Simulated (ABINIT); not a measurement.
# Beyond one shot: InF3 (R-3c), part 3 of 3

How far does self-consistency move the gap of InF3 (R-3c)?

ABINIT 10.8.3; LDA and many-body steps on it, plane waves. Known limits of the many-body steps: not at the basis limit; no spin-orbit coupling.

So far. Step 7 (evGW0, cycle 3): Against the cycle before, the gap moves by +0.002 eV. Step 10 (evGW, cycle 1): Against G0W0 in ABINIT (4×4×4 mesh, 104 bands, screening to 89.8 eV, Godby-Needs plasmon pole), the gap moves by +1.371 eV.

## Step 12: Screening, 4×4×4 mesh, 104 bands, screening to 89.8 eV

This step: RPA screening on LDA from quasiparticle energies, plane waves, norm-conserving pseudopotentials.

Input file run.abi:

```
acell 3*1.0 Angstrom
rprim 
  2.602141182914 1.502346912402 4.907506134507
  -2.602141182914 1.502346912402 4.907506134507
  0.000000000000 -3.004693824873 4.907506134486
ntypat 2
znucl 49 9
natom 8
typat 1 1 2 2 2 2 2 2
xred 
  0.500000000000 0.500000000000 0.500000000000
  -0.000000000000 0.000000000000 0.000000000000
  0.395709220000 0.750000000000 0.104290780000
  0.750000000000 0.104290780000 0.395709220000
  0.895709220000 0.604290780000 0.250000000000
  0.250000000000 0.895709220000 0.604290780000
  0.604290780000 0.250000000000 0.895709220000
  0.104290780000 0.395709220000 0.750000000000
pp_dirpath "pseudos"
pseudos "In.upf, F.upf"
ecut 36
ngkpt 4 4 4
nshiftk 1
shiftk 0 0 0
kptopt 1
chksymbreak 0
istwfk *1
occopt 1
irdwfk 1
optdriver 3
nband 104
ecuteps 3.3
inclvkb 2
awtr 1
symchi 1
irdqps 1
gwcalctyp 10
nqptdm 12
qptdm 
  0.2500000000 0.0000000000 0.0000000000
  0.5000000000 0.0000000000 0.0000000000
  0.2500000000 0.2500000000 0.0000000000
  0.5000000000 0.2500000000 0.0000000000
  -0.2500000000 0.2500000000 0.0000000000
  0.5000000000 0.5000000000 0.0000000000
  0.2500000000 0.2500000000 0.2500000000
  0.5000000000 0.2500000000 0.2500000000
  -0.2500000000 0.2500000000 0.2500000000
  0.5000000000 0.5000000000 0.2500000000
  -0.2500000000 0.5000000000 0.2500000000
  0.5000000000 0.5000000000 0.5000000000
indata_prefix "in"
outdata_prefix "out"
tmpdata_prefix "tmp"
```

Input file mrgscr.stdin:

```
2
merged
q0_SCR
out_SCR
1
```

Command:

```console
> OMP_NUM_THREADS=1 mpirun -n 8 abinit run.abi > log; mrgscr < mrgscr.stdin
```

Numbers of over 12 decimals in the logs are rounded to 6 here.

What it wrote:

```text
.Version 10.8.3 of ABINIT. v10.8.2 released Aug 2026.

 Symmetries : space group R-3 c (#167); Bravais hR (rhombohedral)
[... echo of the input left out ...]
== DATASET  1 ==================================================================
-   mpi_nproc: 8, omp_nthreads: 1 (-1 if OMP is not activated)

--- !DatasetInfo
iteration_state: {dtset: 1, }
dimensions: {natom: 8, nkpt: 13, mband: 104, nsppol: 1, nspinor: 1, nspden: 1, mpw: 8026, }
cutoff_energies: {ecut:  36.0, pawecutdg:  -1.0, }
[...]
q-point number  1        q = ( 0.250000, 0.000000, 0.000000) [r.l.u.]
--------------------------------------------------------------------------------
[... chi0 elements left out ...]
  Average fulfillment of the sum rule on Im[epsilon] for q-point    2 :     41.15  [%]

--------------------------------------------------------------------------------
  q-point number  2        q = ( 0.500000, 0.000000, 0.000000) [r.l.u.]
--------------------------------------------------------------------------------
[... chi0 elements left out ...]
  Average fulfillment of the sum rule on Im[epsilon] for q-point    3 :     35.94  [%]

 [... 10 further q-points ...]
```

Elapsed: 2.6 min, on 8 MPI ranks of Arm Neoverse V2, shared host; peak memory 6.3 GiB.

Numbers from this step:

```yaml
plasma_frequency: 31.72 eV
plane_waves_in_the_screening_matrix: 211
```

This screening reads the quasiparticle levels of the cycle before.

## Step 13: evGW, cycle 2

This step: evGW on LDA, plane waves, norm-conserving pseudopotentials.

Changes to run.abi since step 12:

```diff
@@ -29,12 +29,10 @@
 irdwfk 1
-optdriver 3
+optdriver 4
 nband 104
-ecuteps 3.3
-inclvkb 2
-awtr 1
-symchi 1
-irdqps 1
 gwcalctyp 10
-nqptdm 12
-qptdm 
+ecutsigx 36
+symsigma 1
+nkptgw 13
+kptgw 
+  0.0000000000 0.0000000000 0.0000000000
   0.2500000000 0.0000000000 0.0000000000
@@ -51,2 +49,20 @@
   0.5000000000 0.5000000000 0.5000000000
+bdgw 
+  25 50
+  25 50
+  25 50
+  25 50
+  25 50
+  25 50
+  25 50
+  25 50
+  25 50
+  25 50
+  25 50
+  25 50
+  25 50
+ecuteps 3.3
+irdscr 1
+ppmodel 1
+irdqps 1
 indata_prefix "in"
```

Command:

```console
> OMP_NUM_THREADS=1 mpirun -n 8 abinit run.abi > log
```

What it wrote:

```text
.Version 10.8.3 of ABINIT. v10.8.2 released Aug 2026.

 Symmetries : space group R-3 c (#167); Bravais hR (rhombohedral)
[... echo of the input left out ...]
== DATASET  1 ==================================================================
-   mpi_nproc: 8, omp_nthreads: 1 (-1 if OMP is not activated)

--- !DatasetInfo
iteration_state: {dtset: 1, }
dimensions: {natom: 8, nkpt: 13, mband: 104, nsppol: 1, nspinor: 1, nspden: 1, mpw: 8026, }
cutoff_energies: {ecut:  36.0, pawecutdg:  -1.0, }
[...]
.  kptgw no:  3; Maximum DeltaE = (  -0.078   0.000) for band index: 15
[...]
.  kptgw no: 12; Maximum DeltaE = (  -0.083   0.000) for band index: 11
.  kptgw no: 13; Maximum DeltaE = (  -0.081  -0.000) for band index:  7

== END DATASET(S) ==============================================================
================================================================================

 -outvars: echo values of variables after computation  --------
           etotal      0.0000000000E+00
            nband         104
             nkpt          13
          spgroup         167
 [... the other variables as echoed above ...]

 Calculation completed.
```

It took 8.5 min on 8 MPI ranks; peak memory 12 GiB; 68 min of CPU time.

This step gave:

```
quasiparticle gap on the mesh                         : 9.468 eV
gap of the density functional on the mesh             : 4.010 eV
k of the valence top                                  : 0, 0, 0
k of the conduction bottom                            : 0, 0, 0
least direct quasiparticle gap on the computed points : 9.468 eV
```

Against the cycle before, the gap moves by +0.114 eV.

## Step 14: The runs together

Times are wall times on 8 MPI ranks of Arm Neoverse V2, shared host, good to a factor of about two. A run's time includes the screening step that it read.

```csv
run,mesh,bands,screening cutoff (eV),DFT gap (eV),gap on the mesh (eV),direct (eV),ε∞ used,time
G0W0,4×4×4,104,89.8,4.010,7.983,8.034,2.37,3.4 min
"evGW0, cycle 1",4×4×4,104,89.8,4.010,8.693,8.693,2.37,12 min
"evGW0, cycle 2",4×4×4,104,89.8,4.010,8.517,8.517,2.37,12 min
"evGW0, cycle 3",4×4×4,104,89.8,4.010,8.519,8.519,2.37,12 min
"evGW, cycle 1",4×4×4,104,89.8,4.010,9.354,9.354,1.97,12 min
"evGW, cycle 2",4×4×4,104,89.8,4.010,9.468,9.468,1.92,12 min
```

## Step 15: Outcome

```
G0W0           : 7.983 eV
evGW0, cycle 1 : 8.693 eV
evGW0, cycle 2 : 8.517 eV
evGW0, cycle 3 : 8.519 eV
evGW, cycle 1  : 9.354 eV
evGW, cycle 2  : 9.468 eV
known limits   : not at the basis limit; no spin-orbit coupling
```

**Reading.** Only the bands that the input lists are updated; the others, empty or deep, keep the functional's energies or take a rigid shift. The evGW loop starts from the last levels of evGW0, so its cycles and time come on top of those. evGW0 ends at 8.52 eV, +0.54 eV from G0W0, after 3 cycles that took 26 min beside the first screening; the last moved the gap by 0.002 eV. evGW ends at 9.47 eV, +1.49 eV from G0W0, after 2 cycles that took 23 min beside the first screening; the last moved the gap by 0.114 eV, so the loop had not settled. The first cycle of evGW0 takes the full correction, without the factor Z, so it overshoots the one-shot value. Bands and cutoff are finite, so the gap is not at the basis limit. The miss can reach some tenths of an eV and take either sign; the mesh is an error of its own. In the updated screening the q = 0 part is built from Kohn-Sham bands under a rigid shift, the other q from the quasiparticle levels. The many-body steps are scalar-relativistic: spin-orbit coupling is not in them.

[Paths, hosts, dates, memory and timing lines, banners, echoed tables and standing remarks are left out of the program output.]

[Logs are printed without paths, hosts, clocks, repeated set-up lines and the standing remarks that a program may print on its own settings, such as how far it seeks lower states.]

[Runs of the session that timed out or met a known fault of the program may be left out.]

[Hosts, paths, dates, database ids (printed as entryN), source tags and the programs' standing remarks are cut or masked in the printed files.]

[G0W0 gaps are taken among the corrected bands and points alone; a level outside them can change the order at an edge.]

[Where Ansatz stands beside ABINIT at settings called matched, ABINIT's density can come from a denser mesh and the files from another edition; pairs whose starting gaps differed by over 0.03 eV were left out, so agreement reads better than it is.]
